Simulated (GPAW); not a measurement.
**Hf2NOS MXene monolayer in an electric field**

Aim: the dipole that a field along the normal induces in Hf2NOS MXene monolayer.

Main program and level: GPAW 26.7.0; GPAW, PAW setups; layer in a repeated cell with vacuum, relaxation of atoms and in-plane cell, in the first sound run; inputs show where later runs differ.

Report form: the programs' logs are mostly left out.

## (1) The structure

The cell holds 5 atoms: 1 S, 2 Hf, 1 N and 1 O. Its edges and angles: a = 3.217 Å, b = 3.217 Å, c = 23.637 Å, α = 90.0°, β = 90.0°, γ = 120.0°. Vacuum lies along c.

## (2) Relaxation

The atoms are relaxed first, since the surface dipole, and with it the work function, follows the positions of the outer layers.

Contents of run.py:

```python
import json
import numpy as np
from ase import Atoms
from ase.filters import FrechetCellFilter
from ase.optimize import BFGS
from gpaw import GPAW, PW

slab = Atoms(
    ['S', 'Hf', 'N', 'Hf', 'O'],
    positions=[
        [-0.00000, 1.85762, 9.00000],
        [1.60875, 0.92881, 10.85468],
        [0.00000, 0.00000, 12.12422],
        [-0.00000, 1.85762, 13.39376],
        [1.60875, 0.92881, 14.63653]],
    cell=[[3.2175, 0.0, 0.0], [-1.60875, 2.78644, 0.0], [0.0, 0.0, 23.6365]],
    pbc=[True, True, True])

slab.calc = GPAW(mode=PW(600), xc='PBE', kpts={'size': (12, 12, 1), 'gamma': True},
                 occupations={'name': 'fermi-dirac', 'width': 0.05}, nbands='160%',
                 convergence={'density': 1e-05}, maxiter=200,
                 symmetry={'tolerance': 1e-3}, txt='slab.txt')
result = {}
# The in-plane cell is free; stress needs a cell that repeats along all three vectors
path = []
opt = BFGS(FrechetCellFilter(slab, mask=[1, 1, 0, 0, 0, 1]), maxstep=0.2)
opt.attach(lambda: path.append((slab.get_potential_energy(), slab.positions.tolist(), slab.get_forces().tolist())))
result['relaxed'] = bool(opt.run(fmax=0.02, steps=45))
result['path'] = path
result['cell'] = slab.cell.tolist()
print('in-plane lattice', slab.cell.cellpar().round(4)[[0, 1, 5]])
energy = slab.get_potential_energy()
fermi = slab.calc.get_fermi_level()
v = slab.calc.get_electrostatic_potential().mean((0, 1)) - fermi
n = slab.calc.get_pseudo_density().mean((0, 1))
L = slab.cell[2, 2]
z = np.arange(len(v)) * L / len(v)
low, high = slab.positions[:, 2].min(), slab.positions[:, 2].max()
below, above = np.interp([low - 6.8, high + 6.8], z, v)
slopes = [np.interp(x, z, np.gradient(v, z)) for x in (low - 6.8, high + 6.8)]
eps = np.array([[slab.calc.get_eigenvalues(k, s) for k in range(len(slab.calc.get_ibz_k_points()))]
                for s in range(slab.calc.get_number_of_spins())]) - fermi
top, bottom = eps[eps < 0].max(), eps[eps > 0].min()
dipole = slab.get_dipole_moment()[2]
print(f'energy {energy:.4f} eV, Fermi level {fermi:.4f} eV, dipole {dipole:.5f} e A')
print(f'potential 6.8 A off the faces, from the Fermi level: lower {below:.4f} eV, upper {above:.4f} eV')
print(f'slope of the potential there: lower {slopes[0]:.5f}, upper {slopes[1]:.5f} eV/A')
print(f'nearest levels on the mesh: {top:.4f} and {bottom:.4f} eV')
print('magnetic moment', round(slab.get_magnetic_moment(), 3))
result.update(energy=energy, fermi=fermi, dipole=dipole, below=below, above=above, slopes=slopes, edges=[top, bottom],
              z=z.tolist(), v=v.tolist(), n=n.tolist(), positions=slab.positions.tolist(),
              forces=slab.get_forces(apply_constraint=False).tolist(), moments=slab.get_magnetic_moments().tolist())
json.dump(result, open('result.json', 'w'))
```

On the command line:

```
> OMP_NUM_THREADS=1 OPENBLAS_NUM_THREADS=1 python run.py
```

Elapsed: 11 min, on 1 thread of AMD EPYC 9R14 (Zen 4), shared host; peak memory 0.5 GiB.

Numbers from this step:

```
dipole along the normal                    : 0.07046 e·Å
levels nearest the Fermi level on the mesh : -0.01876, 0.02100 eV from the Fermi level
```

The electrostatic potential energy of an electron (without an applied field's), less the Fermi level, planar mean oscillates, so the rows of the table below give means over windows of 1 Å about each position, cut where the curve ends. Its maxima inside the range that stand out by 2 % of the span (Å: eV): 9.9: -5.85, 11.7: -6.54, 12.6: -7.87. Its minima: 9.2: -17.3, 10.8: -22.1, 12.2: -12.5, 13.5: -22.9.

Table of electrostatic potential energy of an electron (without an applied field's), less the Fermi level, planar mean by z; means over each step:

z (Å), electrostatic potential energy of an electron (without an applied field's), less the Fermi level, planar mean (eV) and a bar from the least value:
```
        0        4.9 ##############################
        1        5.0 ##############################
        2        5.0 ##############################
        3        5.1 ##############################
        4        5.2 ##############################
        5        5.2 ##############################
        6        5.3 ##############################
        7        5.3 ##############################
        8        3.9 ############################
        9      -10.4 #########
       10       -9.3 ###########
       11      -17.3 
       12       -9.2 ###########
       13      -14.9 ###
       14      -15.8 ##
       15       -0.4 #######################
       16        4.3 #############################
       17        4.5 #############################
       18        4.6 #############################
       19        4.7 #############################
       20        4.7 #############################
       21        4.8 #############################
       22        4.8 #############################
       23        4.9 #############################
```

The pseudo valence density, planar mean oscillates, so the rows of the table below give means over windows of 1 Å about each position, cut where the curve ends. Its maxima inside the range that stand out by 2 % of the span (Å: e/Å³): 9.6: 0.477, 10.9: 1.10, 12.3: 0.647, 13.5: 1.15, 14.4: 0.884. Its minima: 10.0: 0.440, 11.6: 0.468, 12.8: 0.519, 14.0: 0.809.

Pseudo valence density, planar mean against z; means over each step:

z (Å), pseudo valence density, planar mean (e/Å³) and a bar:
```
        5       0.00 
        6       0.00 
        7       0.00 
        8       0.08 ###
        9       0.38 #############
       10       0.52 #################
       11       0.84 ############################
       12       0.58 ###################
       13       0.75 #########################
       14       0.90 ##############################
       15       0.31 ##########
       16       0.01 
       17       0.00 
       18       0.00
```

The relaxation lowered the energy of the cell by 0.930 eV (energies extrapolated to zero smearing; the optimiser's log prints free energies). The largest force left on a free atom is 0.016 eV/Å.

## (3) The slab's potential

With the geometry fixed, the planar mean of the potential gives the vacuum level on each side.

This step: GPAW, PAW setups; slab in vacuum (GPAW 26.7.0).

The cell differs from the one that the last finished run ended in (c 23.637 → 23.203 Å).

run.py, as its differences from that of step 2:

```diff
@@ -3,4 +3,2 @@
 from ase import Atoms
-from ase.filters import FrechetCellFilter
-from ase.optimize import BFGS
 from gpaw import GPAW, PW
@@ -10,23 +8,16 @@
     positions=[
-        [-0.00000, 1.85762, 9.00000],
-        [1.60875, 0.92881, 10.85468],
-        [0.00000, 0.00000, 12.12422],
-        [-0.00000, 1.85762, 13.39376],
-        [1.60875, 0.92881, 14.63653]],
-    cell=[[3.2175, 0.0, 0.0], [-1.60875, 2.78644, 0.0], [0.0, 0.0, 23.6365]],
-    pbc=[True, True, True])
+        [-0.00000, 1.89712, 9.00000],
+        [1.64296, 0.94856, 10.60099],
+        [-0.00000, -0.00000, 11.96217],
+        [-0.00000, 1.89712, 13.24666],
+        [1.64296, 0.94856, 14.20283]],
+    cell=[[3.28591, -0.0, 0.0], [-1.64296, 2.84569, 0.0], [0.0, 0.0, 23.2028]],
+    pbc=[True, True, False])
 
-slab.calc = GPAW(mode=PW(600), xc='PBE', kpts={'size': (12, 12, 1), 'gamma': True},
+slab.calc = GPAW(mode=PW(500), xc='PBE', kpts={'size': (12, 12, 1), 'gamma': True},
                  occupations={'name': 'fermi-dirac', 'width': 0.05}, nbands='160%',
                  convergence={'density': 1e-05}, maxiter=200,
+                 poissonsolver={'dipolelayer': 'xy'},
                  symmetry={'tolerance': 1e-3}, txt='slab.txt')
 result = {}
-# The in-plane cell is free; stress needs a cell that repeats along all three vectors
-path = []
-opt = BFGS(FrechetCellFilter(slab, mask=[1, 1, 0, 0, 0, 1]), maxstep=0.2)
-opt.attach(lambda: path.append((slab.get_potential_energy(), slab.positions.tolist(), slab.get_forces().tolist())))
-result['relaxed'] = bool(opt.run(fmax=0.02, steps=45))
-result['path'] = path
-result['cell'] = slab.cell.tolist()
-print('in-plane lattice', slab.cell.cellpar().round(4)[[0, 1, 5]])
 energy = slab.get_potential_energy()
```

It took 53 s on 1 thread; peak memory 0.28 GiB.

Numbers from this step:

| Item | Value |
| --- | --- |
| dipole along the normal | 0.05092 e·Å |
| levels nearest the Fermi level on the mesh | -0.02190, 0.02235 eV from the Fermi level |
| upper work function | 4.423 eV |
| lower work function | 5.414 eV |

The electrostatic potential energy of an electron (without an applied field's), less the Fermi level, planar mean oscillates, so the rows of the table below give means over windows of 0.5 Å about each position, cut where the curve ends. Its maxima inside the range that stand out by 2 % of the span (Å: eV): 9.67: -5.85, 11.50: -6.50, 12.37: -7.88. Its minima: 8.99: -17.3, 10.63: -22.1, 11.99: -12.5, 13.24: -22.9.

The electrostatic potential energy of an electron (without an applied field's), less the Fermi level, planar mean by z; means over each step:

```csv
z (Å),"electrostatic potential energy of an electron (without an applied field's), less the Fermi level, planar mean (eV)"
0.0,5.10
0.5,5.38
1.0,5.41
1.5,5.41
2.0,5.41
2.5,5.41
3.0,5.41
3.5,5.41
4.0,5.41
4.5,5.41
5.0,5.41
5.5,5.41
6.0,5.41
6.5,5.40
7.0,5.33
7.5,4.98
8.0,3.23
8.5,-4.26
9.0,-15.2
9.5,-8.08
10.0,-10.1
10.5,-20.4
11.0,-15.0
11.5,-7.53
12.0,-11.0
12.5,-9.39
13.0,-19.1
13.5,-19.5
14.0,-13.3
14.5,-5.01
15.0,2.65
15.5,4.11
16.0,4.36
16.5,4.41
17.0,4.42
17.5,4.42
18.0,4.42
18.5,4.42
19.0,4.42
19.5,4.42
20.0,4.42
20.5,4.42
21.0,4.42
21.5,4.42
22.0,4.42
22.5,4.42
23.0,4.57
```

The pseudo valence density, planar mean oscillates, so the rows of the table below give means over windows of 1 Å about each position, cut where the curve ends. Its maxima inside the range that stand out by 2 % of the span (Å: e/Å³): 9.3: 0.475, 10.6: 1.11, 12.0: 0.646, 13.3: 1.13, 14.1: 0.883. Its minima: 9.7: 0.443, 11.4: 0.472, 12.6: 0.516, 13.7: 0.820.

The pseudo valence density, planar mean by z; means over each step:

z (Å), pseudo valence density, planar mean (e/Å³) and a bar:
```
        5       0.00 
        6       0.00 
        7       0.01 
        8       0.14 #####
        9       0.41 ###############
       10       0.62 ######################
       11       0.75 ##########################
       12       0.59 #####################
       13       0.86 ##############################
       14       0.83 #############################
       15       0.18 ######
       16       0.01 
       17       0.00 
       18       0.00
```

Force by atom:

```csv
atom,x (eV/Å),y (eV/Å),z (eV/Å),size
S1,0.0000,0.0000,-0.0042,0.0042
Hf2,0.0000,0.0000,-0.0246,0.0246
N3,0.0000,0.0000,0.0112,0.0112
Hf4,0.0000,0.0000,-0.0262,0.0262
O5,0.0000,0.0000,0.0865,0.0865
```

The potential is flat to 2.2e-4 eV/Å where it is read, so the vacuum is wide enough.

## (4) In a field

A uniform field along the normal polarises the slab; the atoms stay fixed, so this is the electronic response alone.

run.py, as its differences from that of step 3:

```diff
@@ -4,2 +4,3 @@
 from gpaw import GPAW, PW
+from gpaw.external import ConstantElectricField
 
@@ -20,2 +21,3 @@
                  poissonsolver={'dipolelayer': 'xy'},
+                 external=ConstantElectricField(-0.2, [0, 0, 1]),
                  symmetry={'tolerance': 1e-3}, txt='slab.txt')
```

Run time: 3 min. Hardware: 1 thread; peak memory 0.62 GiB.

This step gave:

```
dipole along the normal                                         : -0.01685 e·Å
levels nearest the Fermi level on the mesh                      : -0.02136, 0.02196 eV from the Fermi level
potential below the slab, the applied field's own ramp left out : 4.714 eV from the Fermi level
potential above the slab, the applied field's own ramp left out : 5.040 eV from the Fermi level
```

The electrostatic potential energy of an electron (without an applied field's), less the Fermi level, planar mean oscillates, so the rows of the table below give means over windows of 0.5 Å about each position, cut where the curve ends. Its maxima inside the range that stand out by 2 % of the span (Å: eV): 9.67: -6.22, 11.50: -6.52, 12.37: -7.73. Its minima: 8.99: -17.8, 10.63: -22.3, 11.99: -12.5, 13.24: -22.6.

Table of electrostatic potential energy of an electron (without an applied field's), less the Fermi level, planar mean by z; means over each step:

z (Å), electrostatic potential energy of an electron (without an applied field's), less the Fermi level, planar mean (eV) and a bar from the least value:
```
      0.0        4.8 ##############################
      0.5        4.7 ##############################
      1.0        4.7 ##############################
      1.5        4.7 ##############################
      2.0        4.7 ##############################
      2.5        4.7 ##############################
      3.0        4.7 ##############################
      3.5        4.7 ##############################
      4.0        4.7 ##############################
      4.5        4.7 ##############################
      5.0        4.7 ##############################
      5.5        4.7 ##############################
      6.0        4.7 ##############################
      6.5        4.7 ##############################
      7.0        4.6 ##############################
      7.5        4.3 #############################
      8.0        2.6 ###########################
      8.5       -4.8 ##################
      9.0      -15.7 ######
      9.5       -8.5 ##############
     10.0      -10.4 ############
     10.5      -20.6 
     11.0      -15.1 ######
     11.5       -7.6 ###############
     12.0      -10.9 ###########
     12.5       -9.2 #############
     13.0      -18.8 ##
     13.5      -19.1 ##
     14.0      -12.9 #########
     14.5       -4.5 ###################
     15.0        3.2 ############################
     15.5        4.7 ##############################
     16.0        5.0 ##############################
     16.5        5.0 ##############################
     17.0        5.0 ##############################
     17.5        5.0 ##############################
     18.0        5.0 ##############################
     18.5        5.0 ##############################
     19.0        5.0 ##############################
     19.5        5.0 ##############################
     20.0        5.0 ##############################
     20.5        5.0 ##############################
     21.0        5.0 ##############################
     21.5        5.0 ##############################
     22.0        5.0 ##############################
     22.5        5.0 ##############################
     23.0        5.0 ##############################
```

Force by atom:

```csv
atom,x (eV/Å),y (eV/Å),z (eV/Å),size
S1,0.000,0.000,0.014,0.014
Hf2,0.000,0.000,-0.047,0.047
N3,0.000,0.000,0.036,0.036
Hf4,0.000,0.000,-0.134,0.134
O5,0.000,0.000,0.175,0.175
```

The dipole is now -0.0168 e Å, against 0.051 in the run without a field.

## (5) In a field

run.py, as its differences from that of step 4:

```diff
@@ -21,3 +21,3 @@
                  poissonsolver={'dipolelayer': 'xy'},
-                 external=ConstantElectricField(-0.2, [0, 0, 1]),
+                 external=ConstantElectricField(-0.1, [0, 0, 1]),
                  symmetry={'tolerance': 1e-3}, txt='slab.txt')
```

Run time: 3 min. Hardware: 1 thread; peak memory 0.62 GiB.

Numbers from this step:

* dipole along the normal: 0.01716 e·Å
* levels nearest the Fermi level on the mesh: -0.02163, 0.02215 eV from the Fermi level
* potential below the slab, the applied field's own ramp left out: 5.064 eV from the Fermi level
* potential above the slab, the applied field's own ramp left out: 4.731 eV from the Fermi level

The electrostatic potential energy of an electron (without an applied field's), less the Fermi level, planar mean oscillates, so the rows of the table below give means over windows of 1 Å about each position, cut where the curve ends. Its maxima inside the range that stand out by 2 % of the span (Å: eV): 9.7: -6.03, 11.5: -6.51, 12.4: -7.80. Its minima: 9.0: -17.5, 10.6: -22.2, 12.0: -12.5, 13.2: -22.8.

The electrostatic potential energy of an electron (without an applied field's), less the Fermi level, planar mean by z; means over each step:

z (Å), electrostatic potential energy of an electron (without an applied field's), less the Fermi level, planar mean (eV) and a bar from the least value:
```
        0        5.0 ##############################
        1        5.1 ##############################
        2        5.1 ##############################
        3        5.1 ##############################
        4        5.1 ##############################
        5        5.1 ##############################
        6        5.1 ##############################
        7        5.0 ##############################
        8        2.3 ##########################
        9      -12.2 #######
       10      -11.6 ########
       11      -14.8 ####
       12       -9.4 ###########
       13      -17.4 
       14      -12.9 ######
       15        2.2 ##########################
       16        4.6 #############################
       17        4.7 ##############################
       18        4.7 ##############################
       19        4.7 ##############################
       20        4.7 ##############################
       21        4.7 ##############################
       22        4.7 ##############################
       23        4.8 ##############################
```

Force by atom:

```csv
atom,x (eV/Å),y (eV/Å),z (eV/Å),size
S1,0.000,0.000,0.005,0.005
Hf2,0.000,0.000,-0.036,0.036
N3,0.000,0.000,0.024,0.024
Hf4,0.000,0.000,-0.080,0.080
O5,0.000,0.000,0.130,0.130
```

The dipole is now 0.0172 e Å, against 0.051 in the run without a field.

## (6) In a field

run.py, as its differences from that of step 5:

```diff
@@ -21,3 +21,3 @@
                  poissonsolver={'dipolelayer': 'xy'},
-                 external=ConstantElectricField(-0.1, [0, 0, 1]),
+                 external=ConstantElectricField(-0.05, [0, 0, 1]),
                  symmetry={'tolerance': 1e-3}, txt='slab.txt')
```

Run time: 3 min. Hardware: 1 thread; peak memory 0.62 GiB.

## (7) In a field

run.py, as its differences from that of step 6:

```diff
@@ -21,3 +21,3 @@
                  poissonsolver={'dipolelayer': 'xy'},
-                 external=ConstantElectricField(-0.05, [0, 0, 1]),
+                 external=ConstantElectricField(0.05, [0, 0, 1]),
                  symmetry={'tolerance': 1e-3}, txt='slab.txt')
```

Elapsed: 2.9 min, on 1 thread; peak memory 0.62 GiB.

## (8) In a field

run.py, as its differences from that of step 7:

```diff
@@ -21,3 +21,3 @@
                  poissonsolver={'dipolelayer': 'xy'},
-                 external=ConstantElectricField(0.05, [0, 0, 1]),
+                 external=ConstantElectricField(0.1, [0, 0, 1]),
                  symmetry={'tolerance': 1e-3}, txt='slab.txt')
```

The job ended after 2.8 min (1 thread; peak memory 0.62 GiB).

The electrostatic potential energy of an electron (without an applied field's), less the Fermi level, planar mean oscillates, so the rows of the table below give means over windows of 0.5 Å about each position, cut where the curve ends. Its maxima inside the range that stand out by 2 % of the span (Å: eV): 0.77: 5.77, 9.67: -5.66, 11.50: -6.49, 12.37: -7.95. Its minima: 8.99: -17.0, 10.63: -22.0, 11.99: -12.6, 13.24: -23.1.

The electrostatic potential energy of an electron (without an applied field's), less the Fermi level, planar mean by z; means over each step:

```csv
z (Å),"electrostatic potential energy of an electron (without an applied field's), less the Fermi level, planar mean (eV)"
0.0,5.24
0.5,5.71
1.0,5.77
1.5,5.77
2.0,5.77
2.5,5.77
3.0,5.77
3.5,5.76
4.0,5.76
4.5,5.76
5.0,5.76
5.5,5.76
6.0,5.76
6.5,5.75
7.0,5.68
7.5,5.32
8.0,3.56
8.5,-3.97
9.0,-15.0
9.5,-7.88
10.0,-9.93
10.5,-20.3
11.0,-14.9
11.5,-7.52
12.0,-11.0
12.5,-9.47
13.0,-19.2
13.5,-19.7
14.0,-13.6
14.5,-5.27
15.0,2.37
15.5,3.81
16.0,4.06
16.5,4.10
17.0,4.11
17.5,4.11
18.0,4.11
18.5,4.12
19.0,4.12
19.5,4.12
20.0,4.12
20.5,4.12
21.0,4.12
21.5,4.12
22.0,4.12
22.5,4.12
23.0,4.36
```

The dipole is now 0.0852 e Å, against 0.051 in the run without a field.

(Continued in part 2 of 2.)

[Logs are printed without paths, hosts, clocks, repeated set-up lines and the standing remarks that a program may print on its own settings, such as how far it seeks lower states.]

[Hosts, paths, dates, database ids (printed as entryN), source tags and the programs' standing remarks are cut or masked in the printed files.]
